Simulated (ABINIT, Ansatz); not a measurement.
## Tl (Thallium): from the cell to the phonon bands

How does Tl (Thallium) vibrate, and is this structure a minimum?

Main program and level: ABINIT 10.8.3; DFT PBEsol, scalar-relativistic, plane waves, PseudoDojo norm-conserving pseudopotentials.

### Step 1. The structure

The structure is hexagonal, space group P6_3/mmc (No. 194). The conventional cell has a = 3.456 Å, b = 3.456 Å, c = 5.525 Å, α = 90.00°, β = 90.00°, γ = 120.00°. Nearest to Tl lie 12 Tl at 3.41 to 3.46 Å.

Coordinates:

```cif
data_structure
_symmetry_space_group_name_H-M 'P 1'
_symmetry_Int_Tables_number 1
_cell_length_a 3.4560
_cell_length_b 3.4560
_cell_length_c 5.5250
_cell_angle_alpha 90.000
_cell_angle_beta 90.000
_cell_angle_gamma 120.000
_cell_volume 57.15
loop_
_atom_site_label
_atom_site_type_symbol
_atom_site_fract_x
_atom_site_fract_y
_atom_site_fract_z
_atom_site_occupancy
Tl1 Tl 0.33333 0.66667 0.25000 1
Tl2 Tl 0.66667 0.33333 0.75000 1
```

### Step 2. A first look

A first run with smearing and empty bands tells whether the crystal has a gap, which decides between fixed occupations and smearing later on.

probe.abi reads:

```
# ground state
tolvrs 1.0d-08
prtden 1
prtwf 1

# basis, mesh and filling
ecut 27.0
ngkpt 6 6 4
nshiftk 1
shiftk 0.0 0.0 0.0
istwfk *1
occopt 7
tsmear 0.005
nband 20
nstep 100
diemac 9.0
prtebands 0
prtgsr 0

# cell and atoms
acell 6.530893487 6.530893487 10.44073684
rprim 
    1.0 0.0 0.0
    -0.5 0.8660254038 0.0
    0.0 0.0 1.0
ntypat 1
znucl 81
natom 2
typat 1 1
xred 
    1/3 2/3 0.25
    2/3 1/3 0.75
pp_dirpath "./pseudo"
pseudos "Tl.upf"
```

Launch:

```bash
$ OMP_NUM_THREADS=1 mpirun -n 16 abinit probe.abi > probe.log
```

Numbers of over 12 decimals in the logs are rounded to 6 here.

probe.abo, the main output file:

```text
[banners, grids, parts of the stress and lines that vanish by symmetry left out]
- input  file    -> probe.abi
- output file    -> probe.abo
- root for input  files -> probei
[...]
Symmetries : space group P6_3/m m c (#194); Bravais hP (primitive hexag.)
[...]
mpw =        2616          nfft =       51200          nkpt =          21
[...]
== DATASET  1 ==================================================================
[...]
-    --> not optimal distribution: autoparal keyword recommended in input file <--
[...]
cutoff_energies: {ecut:  27.0, pawecutdg:  -1.0, }
[...]
ETOT  1  -121.28771205072    -1.213E+02 1.817E-01 2.928E+00
 ETOT  2  -121.37888918439    -9.118E-02 6.765E-03 2.965E-01
 ETOT  3  -121.37891556945    -2.639E-05 3.476E-03 1.274E-01
 ETOT  4  -121.37895823609    -4.267E-05 1.558E-03 6.491E-03
 ETOT  5  -121.37895999837    -1.762E-06 2.656E-04 1.112E-05
 ETOT  6  -121.37896000044    -2.067E-09 1.302E-04 6.812E-07
 ETOT  7  -121.37896000064    -1.943E-10 9.116E-05 5.161E-10
 At SCF step    7       vres2   =  5.16E-10 < tolvrs=  1.00E-08 =>converged.
[...]
sigma(1 1)=  3.52743134E-05  sigma(3 2)=  0.00000000E+00
  sigma(2 2)=  3.52743129E-05  sigma(3 1)=  0.00000000E+00
  sigma(3 3)= -4.23732573E-05  sigma(2 1)=  0.00000000E+00
[...]
convergence: {deltae: -1.943E-10, res2:  5.161E-10, residm:  9.116E-05, diffor: null, }
etotal    :  -1.21378960E+02
[...]
sigma(1 1)=  3.52743134E-05  sigma(3 2)=  0.00000000E+00
  sigma(2 2)=  3.52743129E-05  sigma(3 1)=  0.00000000E+00
  sigma(3 3)= -4.23732573E-05  sigma(2 1)=  0.00000000E+00
[...]
- sigma(1 1)=  1.03780613E+00  sigma(3 2)=  0.00000000E+00
- sigma(2 2)=  1.03780612E+00  sigma(3 1)=  0.00000000E+00
- sigma(3 3)= -1.24666427E+00  sigma(2 1)=  0.00000000E+00
[...]
fcart      2.0614677215E-29  1.1901889439E-29 -0.0000000000E+00
           strten      3.5274313415E-05  3.5274312946E-05 -4.2373257338E-05
================================================================================

[key lines of the parts left out:]
pressure_GPa:  -2.7632E-01
```

Run time: 3.7 s. Hardware: 16 MPI ranks of Arm Neoverse V2, shared host.

This step gave:

* volume per atom: 28.57 Å³
* pressure: -0.2763 GPa
* gap on the k-mesh: 0 eV

No gap opens on this mesh, so smearing is kept; the printed pressure holds the stress of the finite basis too.

### Step 3. Relaxation

The harmonic expansion needs vanishing forces, and a free crystal bears no stress, so cell and atoms are brought to rest. Stress is more sensitive to the basis than forces are: the last 3 Ha under the cutoff are smoothed with ecutsm, and the cutoff is raised above that of the later runs.

relax.abi reads:

```
# relaxation
ionmov 2
optcell 2
dilatmx 1.08
ntime 40
tolmxf 1.0d-05
tolvrs 1.0d-14
prtwf 0
prtden 0
chksymtnons 0

# basis, mesh and filling
ecut 34.0
ecutsm 3.0
ngkpt 9 9 6
nshiftk 1
shiftk 0.0 0.0 0.0
istwfk *1
occopt 7
tsmear 0.01
nband 20
nstep 100
diemac 1000000.0
prtebands 0
prtgsr 0

# cell and atoms
acell 6.530893487 6.530893487 10.44073684
rprim 
    1.0 0.0 0.0
    -0.5 0.8660254038 0.0
    0.0 0.0 1.0
ntypat 1
znucl 81
natom 2
typat 1 1
xred 
    1/3 2/3 0.25
    2/3 1/3 0.75
pp_dirpath "./pseudo"
pseudos "Tl.upf"
```

Launch:

```bash
$ OMP_NUM_THREADS=1 mpirun -n 16 abinit relax.abi > relax.log
```

relax.abo, the main output file:

```text
[banners, grids, parts of the stress and lines that vanish by symmetry left out]
- input  file    -> relax.abi
- output file    -> relax.abo
- root for input  files -> relaxi
[...]
Symmetries : space group P6_3/m m c (#194); Bravais hP (primitive hexag.)
[...]
mpw =        4625          nfft =       96000          nkpt =          48
[...]
== DATASET  1 ==================================================================
[...]
cutoff_energies: {ecut:  34.0, pawecutdg:  -1.0, }
[...]
ETOT  1  -121.28546519358    -1.213E+02 1.358E-01 4.037E+00
 ETOT  2  -121.38072950526    -9.526E-02 6.346E-03 1.755E+00
 ETOT  3  -121.38069820253     3.130E-05 1.860E-03 1.550E+00
 ETOT  4  -121.38098178896    -2.836E-04 5.351E-04 1.195E-02
 ETOT  5  -121.38098326031    -1.471E-06 1.072E-04 3.302E-04
[...]
At SCF step   11       vres2   =  2.30E-16 < tolvrs=  1.00E-14 =>converged.
[...]
sigma(1 1)= -2.10004342E-06  sigma(3 2)=  0.00000000E+00
  sigma(2 2)= -2.10004389E-06  sigma(3 1)=  0.00000000E+00
  sigma(3 3)=  2.42893278E-06  sigma(2 1)=  0.00000000E+00
[...]
convergence: {deltae:  1.137E-12, res2:  2.303E-16, residm:  1.148E-05, diffor: null, }
etotal    :  -1.21380983E+02
[...]
ETOT  1  -121.38098341676    -1.214E+02 7.777E-06 4.643E-04
[...]
At SCF step    8       vres2   =  3.30E-15 < tolvrs=  1.00E-14 =>converged.
[...]
sigma(1 1)= -1.98161553E-06  sigma(3 2)=  0.00000000E+00
  sigma(2 2)= -1.98161599E-06  sigma(3 1)=  0.00000000E+00
  sigma(3 3)=  2.35422110E-06  sigma(2 1)=  0.00000000E+00
[...]
convergence: {deltae: -3.453E-12, res2:  3.297E-15, residm:  5.209E-06, diffor: null, }
etotal    :  -1.21380983E+02
[...]
ETOT  1  -121.38096138662    -1.214E+02 5.144E-03 1.929E-01
[...]
At SCF step    9       vres2   =  5.82E-15 < tolvrs=  1.00E-14 =>converged.
[...]
sigma(1 1)=  3.97047639E-07  sigma(3 2)=  0.00000000E+00
  sigma(2 2)=  3.97047172E-07  sigma(3 1)=  0.00000000E+00
  sigma(3 3)=  7.06879788E-07  sigma(2 1)=  0.00000000E+00
[...]
convergence: {deltae: -2.558E-13, res2:  5.823E-15, residm:  1.050E-05, diffor: null, }
etotal    :  -1.21380985E+02
[...]
ETOT  1  -121.38098516821    -1.214E+02 8.682E-06 1.024E-04
[...]
At SCF step    8       vres2   =  2.23E-16 < tolvrs=  1.00E-14 =>converged.
[...]
sigma(1 1)=  3.68360720E-07  sigma(3 2)=  0.00000000E+00
  sigma(2 2)=  3.68360253E-07  sigma(3 1)=  0.00000000E+00
  sigma(3 3)=  6.20003493E-07  sigma(2 1)=  0.00000000E+00
[...]
convergence: {deltae: -1.378E-12, res2:  2.227E-16, residm:  3.850E-06, diffor: null, }
etotal    :  -1.21380985E+02
[...]
ETOT  1  -121.38098428963    -1.214E+02 9.080E-06 7.522E-03
[...]
ETOT  8  -121.38098521519     1.691E-12 1.337E-06 1.121E-14
 ETOT  9  -121.38098521520    -1.762E-12 5.536E-07 1.191E-16
 At SCF step    9       vres2   =  1.19E-16 < tolvrs=  1.00E-14 =>converged.
[...]
sigma(1 1)=  1.97345102E-08  sigma(3 2)=  0.00000000E+00
  sigma(2 2)=  1.97340429E-08  sigma(3 1)=  0.00000000E+00
  sigma(3 3)= -1.01331332E-10  sigma(2 1)=  0.00000000E+00
[...]
convergence: {deltae: -1.762E-12, res2:  1.191E-16, residm:  5.536E-07, diffor: null, }
etotal    :  -1.21380985E+02
[...]
At Broyd/MD step   5, gradients are converged :
[...]
sigma(1 1)=  1.97345102E-08  sigma(3 2)=  0.00000000E+00
  sigma(2 2)=  1.97340429E-08  sigma(3 1)=  0.00000000E+00
  sigma(3 3)= -1.01331332E-10  sigma(2 1)=  0.00000000E+00
[...]
- sigma(1 1)=  5.80609335E-04  sigma(3 2)=  0.00000000E+00
- sigma(2 2)=  5.80595588E-04  sigma(3 1)=  0.00000000E+00
- sigma(3 3)= -2.98127072E-06  sigma(2 1)=  0.00000000E+00
[...]
fcart      2.0588015673E-29 -3.5659489172E-29 -0.0000000000E+00
           strten      1.9734510175E-08  1.9734042919E-08 -1.0133133221E-10
================================================================================

[key lines of the parts left out:]
pressure_GPa:  -3.8607E-04
Total energy (etotal) [Ha]= -1.21380985215197E+02
```

It took 42 s on 16 MPI ranks.

Relaxation path:

| step | energy less that of the first step (eV) | largest force (eV/Å) | volume (Å³) |
| --- | --- | --- | --- |
| 1 | 0.0000 | 0.0000 | 57.15 |
| 2 | 0.0000 | 0.0000 | 57.15 |
| 3 | 0.0000 | 0.0000 | 57.21 |
| 4 | -0.0001 | 0.0000 | 57.21 |
| 5 | -0.0001 | 0.0000 | 57.19 |

| conventional cell, symmetrised | before | after | change |
| --- | --- | --- | --- |
| a (Å) | 3.456 | 3.460 | +0.1 % |
| b (Å) | 3.456 | 3.460 | +0.1 % |
| c (Å) | 5.525 | 5.515 | -0.2 % |
| volume (Å³/atom) | 28.57 | 28.60 | +0.1 % |

Final coordinates:

```xyz
2
Lattice="3.4605 0.0000 0.0000 -1.7302 2.9969 0.0000 0.0000 0.0000 5.5147" Properties=species:S:1:pos:R:3 pbc="T T T"
Tl    0.0000    1.9979    1.3787
Tl    1.7302    0.9990    4.1360
```

Numbers from this step:

* volume per atom: 28.60 Å³
* pressure: -3.86e-4 GPa

The volume changes by +0.1 % in this run and stands +0.1 % from the first cell.

### Step 4. Self-consistent run for the response

First-order wavefunctions inherit every error of the ground state, hence the very tight tolvrs. Smearing stays on, as the first look found no gap above 0.3 eV.

gs.abi reads:

```
# ground state
tolvrs 1.0d-16
prtden 1
prtwf 1

# basis, mesh and filling
ecut 27.0
ngkpt 9 9 6
nshiftk 1
shiftk 0.0 0.0 0.0
istwfk *1
occopt 7
tsmear 0.01
nband 20
nstep 100
diemac 1000000.0
prtebands 0
prtgsr 0

# cell and atoms
acell 6.539351014 6.539351014 10.42133161
rprim 
    1.0 0.0 0.0
    -0.5 0.8660254038 0.0
    0.0 0.0 1.0
ntypat 1
znucl 81
natom 2
typat 1 1
xred 
    1/3 2/3 0.25
    2/3 1/3 0.75
pp_dirpath "./pseudo"
pseudos "Tl.upf"
```

Launch:

```bash
$ OMP_NUM_THREADS=1 mpirun -n 16 abinit gs.abi > gs.log
```

gs.abo, the main output file:

```text
[banners, grids, parts of the stress and lines that vanish by symmetry left out]
- input  file    -> gs.abi
- output file    -> gs.abo
- root for input  files -> gsi
[...]
Symmetries : space group P6_3/m m c (#194); Bravais hP (primitive hexag.)
[...]
mpw =        2616          nfft =       51200          nkpt =          48
[...]
== DATASET  1 ==================================================================
[...]
cutoff_energies: {ecut:  27.0, pawecutdg:  -1.0, }
[...]
ETOT  1  -121.30130537123    -1.213E+02 1.058E-01 3.245E+00
 ETOT  2  -121.38077205162    -7.947E-02 6.528E-03 2.740E-01
 ETOT  3  -121.38080738667    -3.534E-05 1.777E-03 7.641E-02
 ETOT  4  -121.38083390506    -2.652E-05 5.305E-04 5.700E-03
 ETOT  5  -121.38083539639    -1.491E-06 1.737E-04 1.219E-05
[...]
ETOT 10  -121.38083539854    -7.248E-13 2.663E-05 3.238E-15
 ETOT 11  -121.38083539854     5.684E-13 6.215E-05 6.056E-17
 At SCF step   11       vres2   =  6.06E-17 < tolvrs=  1.00E-16 =>converged.
[...]
sigma(1 1)=  5.73006101E-06  sigma(3 2)=  0.00000000E+00
  sigma(2 2)=  5.73006055E-06  sigma(3 1)=  0.00000000E+00
  sigma(3 3)=  5.71216464E-06  sigma(2 1)=  0.00000000E+00
[...]
convergence: {deltae:  5.684E-13, res2:  6.056E-17, residm:  6.215E-05, diffor: null, }
etotal    :  -1.21380835E+02
[...]
sigma(1 1)=  5.73006101E-06  sigma(3 2)=  0.00000000E+00
  sigma(2 2)=  5.73006055E-06  sigma(3 1)=  0.00000000E+00
  sigma(3 3)=  5.71216464E-06  sigma(2 1)=  0.00000000E+00
[...]
- sigma(1 1)=  1.68584215E-01  sigma(3 2)=  0.00000000E+00
- sigma(2 2)=  1.68584202E-01  sigma(3 1)=  0.00000000E+00
- sigma(3 3)=  1.68057686E-01  sigma(2 1)=  0.00000000E+00
[...]
fcart     -6.1764047015E-29  5.9432481949E-29 -0.0000000000E+00
           strten      5.7300610145E-06  5.7300605470E-06  5.7121646425E-06
================================================================================

[key lines of the parts left out:]
pressure_GPa:  -1.6841E-01
```

Wall time 6.8 s (16 MPI ranks).

Read from the output:

- pressure: -0.1684 GPa

The cell stands at -0.17 GPa: the relaxation ran with a smoothed and higher cutoff, and the difference is a stress of the finite basis.

(Part 1 of 4 ends here.)

[Host names and launcher messages were left out of these logs when they were recorded.]

[Logs are printed without paths, hosts, clocks, repeated set-up lines and the standing remarks that a program may print on its own settings, such as how far it seeks lower states.]

[Hosts, paths, dates, database ids (printed as entryN), source tags and the programs' standing remarks are cut or masked in the printed files.]
